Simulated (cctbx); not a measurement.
**A crystallographic session in cctbx: LiCu3S3**

Library: cctbx 2025.11. The data are simulated by the first script.

## 1. Simulate the data

run.py:

```python
from cctbx import adptbx, crystal, miller, sgtbx, xray
from cctbx.array_family import flex
from iotbx.shelx import hklf
from scitbx import matrix
import scitbx.random

cs = crystal.symmetry(unit_cell=(4.713, 4.713, 10.785, 90, 90, 90), space_group_symbol='Hall: P 4ab 2ab -1ab')  # P4/nmm
atoms = [  # label, site, U (iso, or U11 U22 U33 U12 U13 U23 in A^2), occupancy
    ("Cu1", (0.5, 0.5, 0.5), (0.0109, 0.0109, 0.0128, -0.0000, 0.0000, 0.0000), 1),
    ("Cu2", (0.5, 0.5, 0), (0.0104, 0.0104, 0.0100, 0.0000, 0.0000, 0.0000), 1),
    ("Cu3", (0, 0.5, 0.2088), (0.0137, 0.0137, 0.0085, 0.0000, 0.0000, 0.0000), 1),
    ("S1", (0.5, 0.5, 0.7932), (0.0128, 0.0129, 0.0125, 0.0000, 0.0000, 0.0000), 1),
    ("S2", (0.5, 0, 0.4912), (0.0083, 0.0083, 0.0095, 0.0000, 0.0000, 0.0000), 1),
    ("Li1", (0.5, 0, 0.2561), (0.0181, 0.0181, 0.0167, 0.0000, 0.0000, 0.0000), 1),
]
xs = xray.structure(crystal_symmetry=cs)
for label, site, u, occ in atoms:
    u = adptbx.u_cif_as_u_star(cs.unit_cell(), u) if isinstance(u, tuple) else u
    xs.add_scatterer(xray.scatterer(label, site=site, u=u, occupancy=occ))
xs.set_inelastic_form_factors(0.4959, "sasaki")
xs.show_summary()
p1 = xs.expand_to_p1()
ms = miller.build_set(p1, anomalous_flag=True, d_min=0.75)
flex.set_random_seed(383941)
scitbx.random.set_random_seed(383941)
ms = ms.select(flex.random_double(ms.size()) < 0.8)
i = ms.structure_factors_from_scatterers(p1, algorithm="direct").f_calc().as_intensity_array().data()
i = i * 40000 / flex.max(i)
sig = flex.sqrt(i + flex.pow2(0.015 * i) + 4 ** 2)
noise = scitbx.random.variate(scitbx.random.normal_distribution())(i.size())
data = ms.array(data=i + sig * noise, sigmas=sig).set_observation_type_xray_intensity()
with open("data.hkl", "w") as f:
    data.export_as_shelx_hklf(f)
print("reflections written:", data.size(), " <I/sigma> = %.1f" % flex.mean(data.data() / data.sigmas()))
for h, a, b in list(data.sort("data"))[:12]:
    print("%4d%4d%4d %9.1f %7.1f" % (h + (a, b)))
```

```console
$ python run.py
```

```text
Number of scatterers: 6
At special positions: 6
Unit cell: (4.713, 4.713, 10.785, 90, 90, 90)
Space group: P 4/n m m :1 (No. 129)
reflections written: 1882  <I/sigma> = 19.5
  -2   0   0   41362.4   632.5
   2   0   0   40801.0   632.5
   0   2   0   40252.3   632.5
   2  -2   0   27142.0   435.8
  -2   2   0   26941.7   435.8
   0   0  -4   26841.7   439.0
   0   0   4   26423.2   439.0
   2   2   0   26331.4   435.8
   2   0  -4   18786.1   299.0
   0  -2  -4   17920.5   299.0
  -2   0   4   17796.9   299.0
   0  -2   4   17769.8   299.0
```

Run time: 0.25 s on 1 thread of Arm Neoverse V2, with other jobs on the host, peak memory 0.07 GiB.

## 2. Refinement (lightest element left out)

run.py:

```python
import math
from cctbx import adptbx, crystal, maptbx, sgtbx, xray
from cctbx.array_family import flex
from cctbx.xray import observations
from iotbx.shelx import hklf
from scitbx.lstbx import normal_eqns_solving
from smtbx import absolute_structure, utils
from smtbx.refinement import constraints, least_squares

cs = crystal.symmetry(unit_cell=(4.713, 4.713, 10.785, 90, 90, 90), space_group_symbol='Hall: P 4ab 2ab -1ab')  # P4/nmm
atoms = [  # label, site, U (iso, or U11 U22 U33 U12 U13 U23 in A^2), occupancy
    ("Cu1", (0.5, 0.5, 0.5), 0.0200, 1),
    ("Cu2", (0.5, 0.5, 0), 0.0200, 1),
    ("Cu3", (0, 0.5, 0.2091), 0.0200, 1),
    ("S1", (0.5, 0.5, 0.7956), 0.0200, 1),
    ("S2", (0.5, 0, 0.4926), 0.0200, 1),
]
xs = xray.structure(crystal_symmetry=cs)
for label, site, u, occ in atoms:
    u = adptbx.u_cif_as_u_star(cs.unit_cell(), u) if isinstance(u, tuple) else u
    xs.add_scatterer(xray.scatterer(label, site=site, u=u, occupancy=occ))
xs.set_inelastic_form_factors(0.4959, "sasaki")
raw = hklf.reader(file_name="data.hkl").as_miller_arrays(crystal_symmetry=cs, anomalous=True)[0]
merged = raw.eliminate_sys_absent().merge_equivalents()
fo2 = merged.array().set_observation_type_xray_intensity()
print("Rint %.3f, %d unique reflections to %.2f A" % (merged.r_int(), fo2.size(), fo2.d_min()))
for sc in xs.scatterers():
    sc.flags.set_grad_site(True)
    sc.flags.set_grad_u_aniso(sc.flags.use_u_aniso())
    sc.flags.set_grad_u_iso(sc.flags.use_u_iso())
obs = fo2.as_xray_observations()
extra = {}
rep = constraints.reparametrisation(xs, [], utils.connectivity_table(xs), **extra)
ls = least_squares.crystallographic_ls(obs, rep, weighting_scheme=least_squares.mainstream_shelx_weighting(a=0, b=0))
print("cycle     R1     wR2    GooF  max shift (A)")
for cycle in range(8):
    ls.build_up()
    r1, wr2, goof = ls.r1_factor(cutoff_factor=2)[0], ls.wR2(), ls.goof()
    old = xs.sites_cart()
    normal_eqns_solving.levenberg_marquardt_iterations(ls, n_max_iterations=3, tau=1e-06, step_threshold=1e-7)
    big = flex.max((xs.sites_cart() - old).norms())
    print("%4d %7.4f %7.4f %7.3f %9.5f" % (cycle + 1, r1, wr2, goof, big))
    ls.build_up(objective_only=True)
    if abs(ls.wR2() - wr2) < 5e-5 and big < 5e-4:
        break
ls.build_up()
print("final R1 %.4f wR2 %.4f GooF %.3f  parameters %d  data/parameter %.1f" % (ls.r1_factor(cutoff_factor=2)[0], ls.wR2(), ls.goof(), ls.n_parameters, fo2.size() / ls.n_parameters))
cov = ls.covariance_matrix_and_annotations()
su = dict(zip(cov.annotations, (math.sqrt(max(v, 0)) for v in cov.matrix.matrix_packed_u_diagonal())))
a2 = cs.unit_cell().reciprocal_parameters()[0] ** -2
print("atom        x        y        z      Ueq    occ   su(xyz)  su(Uiso or U11)")
for sc in xs.scatterers():
    s = max(su.get(sc.label + k, 0) for k in (".x", ".y", ".z"))
    npd = "" if sc.is_positive_definite_u(cs.unit_cell()) else "  NPD"
    print("%-5s %8.5f %8.5f %8.5f %8.4f %6.3f %8.5f %7.4f%s" % ((sc.label,) + sc.site + (sc.u_iso_or_equiv(cs.unit_cell()), sc.occupancy, s, su.get(sc.label + ".uiso", su.get(sc.label + ".u11", 0) * a2), npd)))
fo = fo2.f_sq_as_f()
fc = fo.structure_factors_from_scatterers(xs, algorithm="direct").f_calc()
diff = fo.f_obs_minus_f_calc(1 / math.sqrt(ls.scale_factor()), fc).average_bijvoet_mates()
m = diff.fft_map(symmetry_flags=maptbx.use_space_group_symmetry, resolution_factor=0.25).apply_volume_scaling()
print("difference map: max %.2f min %.2f rms %.2f" % (m.statistics().max(), m.statistics().min(), m.statistics().sigma()))
peaks = m.peak_search(parameters=maptbx.peak_search_parameters(min_distance_sym_equiv=0.6, max_clusters=8)).all()
near = xs.closest_distances(peaks.sites(), distance_cutoff=4)
sps = cs.special_position_settings(min_distance_sym_equiv=0.5)
for k, (x, h) in enumerate(zip(peaks.sites(), peaks.heights())):
    ss = sps.site_symmetry(x)
    print("Q%-3d %7.4f %7.4f %7.4f %4d %7.2f  %.2f A from %s" % ((k + 1,) + tuple(t % 1 for t in ss.exact_site()) + (ss.multiplicity(), h, near.smallest_distances[k], xs.scatterers()[near.i_seqs[k]].label)))
```

```console
$ python run.py
```

```text
Rint 0.020, 216 unique reflections to 0.75 A
cycle     R1     wR2    GooF  max shift (A)
   1  0.0932  0.2068  14.164   0.02390
   2  0.0346  0.0859   5.882   0.00000
final R1 0.0346 wR2 0.0859 GooF 5.882  parameters 8  data/parameter 27.0
atom        x        y        z      Ueq    occ   su(xyz)  su(Uiso or U11)
Cu1    0.50000  0.50000  0.50000   0.0111  1.000  0.00000  0.0004
Cu2    0.50000  0.50000  0.00000   0.0098  1.000  0.00000  0.0004
Cu3    0.00000  0.50000  0.20894   0.0117  1.000  0.00016  0.0004
S1     0.50000  0.50000  0.79338   0.0121  1.000  0.00020  0.0005
S2     0.50000  0.00000  0.49108   0.0083  1.000  0.00028  0.0006
difference map: max 7.33 min -1.72 rms 0.28
Q1    0.0000  0.5000  0.7439    2    7.49  2.42 A from S1
Q2    0.0000  0.5000  0.2072    2    1.58  0.02 A from Cu3
Q3    0.0000  0.0000  0.4669    4    1.06  0.36 A from Cu1
Q4    0.0000  0.0000  0.0000    2    0.77  0.00 A from Cu2
Q5    0.0000  0.5000  0.4855    2    0.53  0.25 A from S2
Q6    0.0000  0.5000  0.1102    2    0.45  1.06 A from Cu3
Q7    0.0000  0.0000  0.2349    4    0.45  0.31 A from S1
Q8    0.0000  0.5000  0.3025    2    0.38  1.01 A from Cu3
```

Time: 0.37 s.

Figures of merit this high mean that the model is still wrong or incomplete.

## 3. Refinement (whole model)

run.py, as its changes from the last script of this kind:

```diff
@@ -16,0 +17 @@
+    ("Li1", (0.5, 0, 0.2574), 0.0200, 1),
@@ -61 +62 @@
-peaks = m.peak_search(parameters=maptbx.peak_search_parameters(min_distance_sym_equiv=0.6, max_clusters=8)).all()
+peaks = m.peak_search(parameters=maptbx.peak_search_parameters(min_distance_sym_equiv=0.6, max_clusters=6)).all()
```

```console
$ python run.py
```

```text
Rint 0.020, 216 unique reflections to 0.75 A
cycle     R1     wR2    GooF  max shift (A)
   1  0.0864  0.1842  12.677   0.02520
   2  0.0155  0.0413   2.843   0.00000
final R1 0.0155 wR2 0.0413 GooF 2.843  parameters 10  data/parameter 21.6
atom        x        y        z      Ueq    occ   su(xyz)  su(Uiso or U11)
Cu1    0.50000  0.50000  0.50000   0.0117  1.000  0.00000  0.0002
Cu2    0.50000  0.50000  0.00000   0.0104  1.000  0.00000  0.0002
Cu3    0.00000  0.50000  0.20888   0.0121  1.000  0.00007  0.0002
S1     0.50000  0.50000  0.79326   0.0127  1.000  0.00010  0.0002
S2     0.50000  0.00000  0.49120   0.0091  1.000  0.00013  0.0003
Li1    0.50000  0.00000  0.25652   0.0192  1.000  0.00106  0.0023
difference map: max 0.98 min -2.19 rms 0.12
Q1    0.0678  0.4322  0.2074    8    1.05  0.45 A from Cu3
Q2    0.0000  0.0000  0.4571    4    0.63  0.46 A from Cu1
Q3    0.0000  0.5000  0.3099    2    0.45  1.09 A from Cu3
Q4    0.0000  0.5000  0.1104    2    0.40  1.06 A from Cu3
Q5    0.0000  0.5000  0.4581    2    0.30  0.55 A from S2
Q6    0.0000  0.5000  0.9771    2    0.26  2.37 A from Cu2
```

Time: 0.39 s.

## 4. Simulate the data

run.py, as its changes from the last script of this kind:

```diff
@@ -20 +20 @@
-xs.set_inelastic_form_factors(0.4959, "sasaki")
+xs.switch_to_neutron_scattering_dictionary()
@@ -23 +23 @@
-ms = miller.build_set(p1, anomalous_flag=True, d_min=0.75)
+ms = miller.build_set(p1, anomalous_flag=True, d_min=0.8)
@@ -28 +28 @@
-i = i * 40000 / flex.max(i)
+i = i * 5000 / flex.max(i)
```

```console
$ python run.py
```

```text
Number of scatterers: 6
At special positions: 6
Unit cell: (4.713, 4.713, 10.785, 90, 90, 90)
Space group: P 4/n m m :1 (No. 129)
reflections written: 1536  <I/sigma> = 13.5
   2   0   0    5121.5   103.2
  -2   0   0    4895.4   103.2
   0   2   0    4881.5   103.2
  -2   2   0    4689.7    97.1
   0   0  10    4172.6    89.2
   0   0 -10    4102.6    89.2
   4   0   0    4077.2    86.3
   0   4   0    4001.4    86.3
  -4   0   0    3928.5    86.3
   0  -2 -10    3832.1    83.8
   0   2  10    3821.7    83.8
   2   0 -10    3804.7    83.8
```

Time: 0.25 s.

## 5. Refinement (lightest element left out)

run.py, as its changes from the last script of this kind:

```diff
@@ -14,4 +14,3 @@
-    ("Cu3", (0, 0.5, 0.2091), 0.0200, 1),
-    ("S1", (0.5, 0.5, 0.7956), 0.0200, 1),
-    ("S2", (0.5, 0, 0.4926), 0.0200, 1),
-    ("Li1", (0.5, 0, 0.2574), 0.0200, 1),
+    ("Cu3", (0, 0.5, 0.2103), 0.0200, 1),
+    ("S1", (0.5, 0.5, 0.7936), 0.0200, 1),
+    ("S2", (0.5, 0, 0.4905), 0.0200, 1),
@@ -23 +22 @@
-xs.set_inelastic_form_factors(0.4959, "sasaki")
+xs.switch_to_neutron_scattering_dictionary()
@@ -62 +61 @@
-peaks = m.peak_search(parameters=maptbx.peak_search_parameters(min_distance_sym_equiv=0.6, max_clusters=6)).all()
+peaks = m.peak_search(parameters=maptbx.peak_search_parameters(min_distance_sym_equiv=0.6, max_clusters=8)).all()
```

```console
$ python run.py
```

```text
Rint 0.032, 180 unique reflections to 0.80 A
cycle     R1     wR2    GooF  max shift (A)
   1  0.1280  0.2780  13.532   0.02912
   2  0.1111  0.2298  11.185   0.00008
final R1 0.1111 wR2 0.2298 GooF 11.185  parameters 8  data/parameter 22.5
atom        x        y        z      Ueq    occ   su(xyz)  su(Uiso or U11)
Cu1    0.50000  0.50000  0.50000   0.0123  1.000  0.00000  0.0014
Cu2    0.50000  0.50000  0.00000   0.0112  1.000  0.00000  0.0014
Cu3    0.00000  0.50000  0.20760   0.0131  1.000  0.00048  0.0014
S1     0.50000  0.50000  0.79292   0.0095  1.000  0.00082  0.0020
S2     0.50000  0.00000  0.49252   0.0100  1.000  0.00113  0.0025
difference map: max 1.56 min -10.25 rms 0.36
Q1    0.0000  0.5000  0.2202    2    1.57  0.14 A from Cu3
Q2    0.0000  0.5000  0.0357    2    1.31  1.85 A from Cu3
Q3    0.0000  0.5000  0.3197    2    1.18  1.21 A from Cu3
Q4    0.0000  0.3401  0.7189    8    1.04  1.79 A from S1
Q5    0.0000  0.5000  0.8916    2    1.03  2.59 A from S1
Q6    0.0000  0.5000  0.6040    2    0.97  1.04 A from S2
Q7    0.0000  0.3706  0.7889    8    0.80  1.75 A from S1
Q8    0.0000  0.0000  0.0000    2    0.74  0.00 A from Cu2
```

Time: 0.4 s.

Figures of merit this high mean that the model is still wrong or incomplete.

## 6. Refinement (whole model)

run.py, as its changes from the last script of this kind:

```diff
@@ -16,0 +17 @@
+    ("Li1", (0.5, 0, 0.2571), 0.0200, 1),
@@ -61 +62 @@
-peaks = m.peak_search(parameters=maptbx.peak_search_parameters(min_distance_sym_equiv=0.6, max_clusters=8)).all()
+peaks = m.peak_search(parameters=maptbx.peak_search_parameters(min_distance_sym_equiv=0.6, max_clusters=6)).all()
```

```console
$ python run.py
```

```text
Rint 0.032, 180 unique reflections to 0.80 A
cycle     R1     wR2    GooF  max shift (A)
   1  0.0711  0.1479   7.242   0.01615
   2  0.0190  0.0411   2.010   0.00000
final R1 0.0190 wR2 0.0411 GooF 2.010  parameters 10  data/parameter 18.0
atom        x        y        z      Ueq    occ   su(xyz)  su(Uiso or U11)
Cu1    0.50000  0.50000  0.50000   0.0116  1.000  0.00000  0.0003
Cu2    0.50000  0.50000  0.00000   0.0102  1.000  0.00000  0.0003
Cu3    0.00000  0.50000  0.20880   0.0121  1.000  0.00009  0.0003
S1     0.50000  0.50000  0.79314   0.0124  1.000  0.00016  0.0004
S2     0.50000  0.00000  0.49127   0.0090  1.000  0.00022  0.0005
Li1    0.50000  0.00000  0.25587   0.0174  1.000  0.00039  0.0008
difference map: max 0.49 min -0.83 rms 0.06
Q1    0.0000  0.3893  0.2060    8    0.51  0.52 A from Cu3
Q2    0.0000  0.0000  0.4560    4    0.38  0.47 A from Cu1
Q3    0.0000  0.5000  0.1058    2    0.28  1.11 A from Cu3
Q4    0.0000  0.5000  0.3087    2    0.24  1.08 A from Cu3
Q5    0.0000  0.5000  0.7970    2    0.21  0.57 A from Li1
Q6    0.0000  0.1506  0.2126    8    0.15  0.71 A from S1
```

Run time: 0.36 s on 1 thread of Arm Neoverse V2 (shared host), peak memory 0.09 GiB.

[Logs are printed without paths, hosts, clocks, repeated set-up lines and the standing remarks that a program may print on its own settings, such as how far it seeks lower states.]
